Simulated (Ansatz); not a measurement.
## (CaO)2(CdO)1 [001] superlattice, started as rocksalt type: the cell at rest

Task: relax (CaO)2(CdO)1 [001] superlattice, started as rocksalt type tightly.

Calculated with Ansatz 0.2.0; DFT PBEsol, scalar-relativistic, plane waves, PAW.

This is a report of a sequence of runs, with most program output left out.

The structure was built from a prototype and need not be the compound's stable phase.

### 1. Set-up

The structure is tetragonal, space group I4/mmm (No. 139). Conventional cell: a = 3.373 Å, b = 3.373 Å, c = 14.310 Å, α = 90.00°, β = 90.00°, γ = 90.00°. Nearest to Ca lie 6 O at 2.38 Å. Cd has 6 O at 2.38 to 2.39 Å nearest. Nearest to O lie 1 Cd at 2.38 Å and 5 Ca at 2.38 Å. Nearest to O lie 2 Ca at 2.38 to 2.39 Å and 4 Cd at 2.38 Å. Farther neighbours and most contacts between anions are not listed.

As a file:

```cif
data_structure
_symmetry_space_group_name_H-M 'P 1'
_symmetry_Int_Tables_number 1
_cell_length_a 3.3729
_cell_length_b 3.3729
_cell_length_c 7.5420
_cell_angle_alpha 102.921
_cell_angle_beta 77.079
_cell_angle_gamma 90.000
_cell_volume 81.40
loop_
_atom_site_label
_atom_site_type_symbol
_atom_site_fract_x
_atom_site_fract_y
_atom_site_fract_z
_atom_site_occupancy
Ca1 Ca 0.00000 0.00000 0.00000 1
Ca2 Ca 0.33333 0.66667 0.33333 1
Cd3 Cd 0.66667 0.33333 0.66667 1
O4 O 0.50000 0.50000 0.00000 1
O5 O 0.83333 0.16667 0.33333 1
O6 O 0.16667 0.83333 0.66667 1
```

### 2. Probe on a coarse mesh

First a cheap look: the gap decides the mesh and the occupations, the pressure tells how far the cell has to move.

The input, input.yaml:

```yaml
crystal:
  lattice:
    - [2.385, 2.385, 0.0]
    - [-2.385, 2.385, 0.0]
    - [2.385, 0.0, 7.155]
  atoms:
    - { symbol: Ca, position: [0.0, 0.0, 0.0] }
    - { symbol: Ca, position: [0.333333, 0.666667, 0.333333] }
    - { symbol: Cd, position: [0.666667, 0.333333, 0.666667] }
    - { symbol: O, position: [0.5, 0.5, 0.0] }
    - { symbol: O, position: [0.833333, 0.166667, 0.333333] }
    - { symbol: O, position: [0.166667, 0.833333, 0.666667] }
kpoints:
  mp_grid: { grid: [6, 6, 6] }
hamiltonian:
  xc: pbesol
scf:
  occupations: { method: gaussian, width: 0.1 }
output:
  forces: true
  stress: true
  eigenvalues: true
```

The run is started by

```
$ ansatz run input.yaml --threads 8 --pin off --max-ram 14336MiB --backend cpu --events-out ev --progress --plain --runs-dir out
```

Run time: 0.62 s. Hardware: 8 threads of Intel Xeon 6975P-C (Granite Rapids), shared host; peak memory 0.51 GiB.

A gap read on the k-mesh alone can miss the band edges.

Numbers from this step:

| Quantity | Value |
| --- | --- |
| pressure | -2.493 GPa |
| gap on the k-mesh | 1.453 eV |
| volume per atom | 13.57 Å³ |
| direct gap on mesh | 2.105 eV |

The coarse mesh shows a gap of 1.45 eV and a pressure of -2.5 GPa.

### 3. Relaxation

Harmonic phonons are second derivatives at a point where the forces vanish, and they are wanted at zero stress, so atoms and cell are relaxed first.

input.yaml, the sections that differ from step 2:

```yaml
kpoints:
  mp_grid: { grid: [8, 8, 8] }
scf:
  occupations: { method: gaussian, width: 0.02 }
output:
  forces: true
  stress: true
  eigenvalues: true
  write_density: true
  write_potential: true
  elf: true
  volumetric_format: npy
relax:
  adjacent_minimum: "off"
  f_tol: 0.005
  max_steps: 80
  cell: { stress_tol: 0.05 }
# crystal, hamiltonian: as in step 2
```

Elapsed: 8.6 s, on 8 threads; peak memory 0.59 GiB.

The steps of the relaxation:

```tsv
step	energy less that of the first step (eV)	largest force component (eV/Å)	pressure (GPa)	volume (Å³)
1	0.0000	0.5581	-2.49	81.40
2	-0.0120	0.5642	0.78	79.33
3	-0.0435	0.0497	-0.20	79.88
4	-0.0444	0.0301	-0.03	79.78
5	-0.0449	0.0065	0.03	79.77
6	-0.0448	0.0006	0.00	79.78
7*	-0.0406	0.0005	-0.10	79.78
8	-0.0408	0.0013	0.00	79.72
9*	-0.0406	0.0013	-0.01	79.72
```

Relaxation steps marked * repeat the geometry before them on a plane-wave basis chosen anew for their cell, so energy and pressure can jump there.

Forces are held to the 16 operations that the run works with; a distortion that breaks them can't arise in this run.

```tsv
conventional cell, symmetrised	before	after	change
a (Å)	3.373	3.358	-0.4 %
b (Å)	3.373	3.358	-0.4 %
c (Å)	14.310	14.141	-1.2 %
volume (Å³/atom)	13.57	13.29	-2.1 %
```

The atoms that moved most (Å, as changes of fractional coordinates times the final cell):

```tsv
atom	dx	dy	dz	length
Ca2	0.000	0.000	0.040	0.040
Ca1	0.000	0.000	-0.040	0.040
O4	0.000	0.000	0.010	0.010
O5	0.000	0.000	-0.010	0.010
```

Final coordinates:

```xyz
6
Lattice="2.3744 2.3744 0.0000 -2.3744 2.3744 0.0000 2.3744 0.0000 7.0704" Properties=species:S:1:pos:R:3 pbc="T T T"
Ca    0.0000    0.0000   -0.0400
Ca    0.0000    2.3744    2.3968
Cd    2.3744    2.3744    4.7136
O     0.0000    2.3744    0.0103
O     2.3744    2.3744    2.3465
O     0.0000    2.3744    4.7136
```

Numbers from this step:

```yaml
pressure: -0.005068 GPa
gap_on_the_k_mesh: 1.632 eV
volume_per_atom: 13.29 Å³
direct_gap_on_mesh: 2.081 eV
```

Electrostatic potential energy in the ac plane of the conventional cell at fractional y = 0.000, with atoms of Ca and Cd and O within 0.2 Å of it. With pseudopotentials it is smooth inside the atoms' cores, unlike the true potential.

Ten even steps from '0' (-44 eV) to '9' (14 eV), each cell a mean:
```
44568999997654
77899999999887
88999999999998
12599999999842
24699999999853
99999999999999
66789999999876
00258999987510
01368999997520
77889999999877
88999999999998
12599999999842
24699999999853
99999999999999
55789999998865
00258999987410
11468999998531
78899999999987
88999999999998
12599999999841
24799999999953
99999999999999
66789999999876
34567999987544
```
Columns run along a (3.4 Å; values clipped at the 3rd and 97th percentile), rows up along c (14.1 Å), edges of the conventional cell, whose origin can differ from the input's. Atoms in or near the plane, at fractional coordinates: Ca at (0.00, 0.66), Ca at (0.00, 0.34), Cd at (0.00, 0.00), O at (0.00, 0.17), O at (0.00, 0.83), O at (0.00, 0.50).

ELF in the ac plane of the conventional cell at fractional y = 0.000, with atoms of Ca and Cd and O within 0.2 Å of it. It is the smooth field of the valence electrons, not physical close to the nuclei.

Ten even steps from '0' (0.03) to '9' (0.84), each cell a mean:
```
76532000012457
22111000001122
66643100013566
67986300147997
78986200147998
54432000012345
65420000000246
99973000004899
99972000004899
44310000000134
77642100013567
68985200026897
88974100025898
44321000001344
76520000001356
99983000014899
99962000003799
33200000000123
77653100024677
67997300147997
78986200036898
44332000012344
33211000001233
98642100012468
```
Columns run along a (3.4 Å), rows up along c (14.1 Å), edges of the conventional cell, whose origin can differ from the input's. Atoms in or near the plane, at fractional coordinates: Ca at (0.00, 0.66), Ca at (0.00, 0.34), Cd at (0.00, 0.00), O at (0.00, 0.17), O at (0.00, 0.83), O at (0.00, 0.50).

Valence density in the ac plane of the conventional cell at fractional y = 0.000, with atoms of Ca and Cd and O within 0.2 Å of it. It is the smooth field of the valence electrons, not physical close to the nuclei.

Ten steps, logarithmic in the rise over the least value, from '_' (0 e/Å³) to '@' (20 e/Å³), each cell a mean:
```
@@%%##==::..______..::++##%%
==--::..____________....----
----::..____________....::--
##**++--..________..::==++##
****==--..________..::--++**
::::....______________..::::
==--::..______________..----
####++==..__________::==**##
##**++--..__________::==****
----::..______________..::--
==--::..____________....::--
##**++--..________..::--++##
****==--..________..::--++**
::::....______________..::::
====--..______________::--==
####**==::________..::==**##
****++--..__________::==++**
::::..________________..::::
==--::..____________....::--
##**++--..________..::==**##
****==--..________..::--++**
::::....______________..::::
++++--::..__________..::==++
@@@@##++::..______..--**%%@@
```
Columns run along a (3.4 Å), rows up along c (14.1 Å), edges of the conventional cell, whose origin can differ from the input's. Atoms in or near the plane, at fractional coordinates: Ca at (0.00, 0.66), Ca at (0.00, 0.34), Cd at (0.00, 0.00), O at (0.00, 0.17), O at (0.00, 0.83), O at (0.00, 0.50).

In this step the volume went from 13.57 to 13.29 Å³/atom.

### 4. Tight relaxation

Phonons need a cell at rest on their own settings, so the relaxation is repeated with tight tolerances on forces and stress on the k mesh and occupations of the first response run.

The input, input.yaml:

```yaml
crystal:
  lattice:
    - [2.3744290399, 2.3744290399, 0.0]
    - [-2.3744290399, 2.3744290399, 0.0]
    - [2.3744290399, 0.0, 7.0703720654]
  atoms:
    - { symbol: Ca, position: [0.0028307678, -0.0028307678, -0.0056615356] }
    - { symbol: Ca, position: [0.3305025655, 0.6694974345, 0.3389948689] }
    - { symbol: Cd, position: [0.6666666667, 0.3333333333, 0.6666666667] }
    - { symbol: O, position: [0.4992689527, 0.5007310473, 0.0014620946] }
    - { symbol: O, position: [0.8340643806, 0.1659356194, 0.3318712388] }
    - { symbol: O, position: [0.1666666667, 0.8333333333, 0.6666666667] }
kpoints:
  mp_grid: { grid: [8, 8, 8] }
hamiltonian:
  xc: pbesol
scf:
  occupations: { method: fixed }
output:
  forces: true
  stress: true
  eigenvalues: true
relax:
  adjacent_minimum: "off"
  f_tol: 0.001
  max_steps: 60
  cell: { stress_tol: 0.01 }
```

Run time: 3 s. Hardware: 8 threads; peak memory 0.58 GiB.

Little changed from the start: no atom moved by 0.005 Å and no cell edge by 0.1 %.

This step gave:

| Property | Result |
| --- | --- |
| pressure | 9.95e-4 GPa |
| direct gap on mesh | 2.082 eV |

The largest force component left is 0.73 meV/Å and the pressure is 0.001 GPa, within the tolerances set. The cell now holds 13.29 Å³/atom.

### 5. What came out

```json
{
 "space group after relaxation (within 0.01 Å)": "I4/mmm",
 "lattice constant a": "3.358 Å",
 "lattice constant b": "3.358 Å",
 "lattice constant c": "14.140 Å",
 "volume per atom": "13.3 Å³",
 "gap on the k-mesh": "1.63 eV"
}
```

What this shows: The largest force component left is 0.73 meV/Å and the pressure is 0.001 GPa, within the tolerances set. The cell now holds 13.29 Å³/atom. The relaxation keeps the symmetry of its start, so it says nothing on stability against lower symmetry. The starting cell was built on a prototype and not taken from a measurement, so the phase need not exist.

[Logs are printed without paths, hosts, clocks, repeated set-up lines and the standing remarks that a program may print on its own settings, such as how far it seeks lower states.]

[Hosts, paths, dates, database ids (printed as entryN), source tags and the programs' standing remarks are cut or masked in the printed files.]
